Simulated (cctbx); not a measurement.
## Symmetry from intensities

Cell: a = 9.5810 Å, b = 7.0730 Å, c = 7.0160 Å, α = 90.00°, β = 90.00°, γ = 90.00°. Expected content of the cell: Tl8 S12.

The data are simulated with cctbx, not measured: Cu Kα, λ = 1.54184 Å, to d = 0.83 Å, 80 % of the full sphere, strongest reflection 40000 counts, noise from counting, a 4 % proportional error and a noise floor of 2 counts (s.d.); no absorption.

A first pass over the reflections prints:

```text
2818 reflections to d = 0.830 A
centring   violations  <I/sigma> of those
    A        898 of  1404      7.4
    B       1072 of  1396     12.8
    C        984 of  1402     12.2
    I        972 of  1395     11.1
    R       1450 of  1882     13.0
    F       1477 of  2101     10.8
Laue class    unique    Rint  (classes that these axes allow; Friedel mates merged)
P -1             1682   0.023
P 1 2/m 1         947   0.027
P 1 1 2/m         949   0.027
P 2/m 1 1         932   0.027
P m m m           548   0.029
space group    extra absences  I>4sigma  <I/sigma>
P 2 2 2                 0          0         -  acentric
P 2 2 21                8          0      -0.1  acentric
P 21 2 2               10          0       0.1  acentric
P 2 21 2                5          0      -0.5  acentric
P 21 21 2              15          0      -0.1  acentric
P 2 21 21              13          0      -0.2  acentric
P 21 2 21              18          0       0.0  acentric
P 21 21 21             23          0      -0.1  acentric
P m m 2                 0          0         -  acentric
P 2 m m                 0          0         -  acentric
P m 2 m                 0          0         -  acentric
P m c 21              128          0      -0.1  acentric
P b 21 m               81          0      -0.1  acentric
P b m 2                81          0      -0.1  acentric
P 2 c m               128          0      -0.1  acentric
P b c 21              209          0      -0.1  acentric
P b 2 n               204          0      -0.0  acentric
P 21 m n              128          0      -0.0  acentric
P m 21 n              128          0      -0.0  acentric
P 21 c n              256          0      -0.1  acentric
P m m m                 0          0         -  centric
P b m m                81          0      -0.1  centric
P m c m               128          0      -0.1  centric
P b m n               204          0      -0.0  centric
P b c m               209          0      -0.1  centric
P m m n :1            128          0      -0.0  centric
P m m n :2            128          0      -0.0  centric
P b c n               332          0      -0.1  centric
P m c n               256          0      -0.1  centric
Wilson B = 1.28 A^2   <|E^2-1|> = 1.081 (0.968 centric, 0.736 acentric)   E^2>4: 4.7 %
shell (A)         n   <I/sigma>
 9.58 - 1.66     86     21.8
 1.66 - 1.32     70     28.1
 1.32 - 1.15     66     27.8
 1.15 - 1.05     70     28.5
 1.05 - 0.97     62     25.4
 0.97 - 0.91     62     23.9
 0.91 - 0.87     65     25.0
 0.87 - 0.83     67     26.9
```

Q: Read the symmetry from these tables.

Every centring test has many violations, so the lattice is primitive.

Rint stays low (0.023 to 0.029) up to P m m m, the highest class in these axes.

29 settings pass the absence test. The most absences obeyed, 332, belong to P b c n alone.

⟨|E²−1|⟩ = 1.081 leans to a centrosymmetric structure. The Wilson B of 1.28 Å² means U ≈ 0.0162 Å².

The true group is Pbcn (no. 60), Laue class mmm, centrosymmetric. The tables fix it.

The model is made up (kin elements in a known structure type, no relaxation), so it says nothing on whether the phase exists.

[Logs are printed without paths, hosts, clocks, repeated set-up lines and the standing remarks that a program may print on its own settings, such as how far it seeks lower states.]
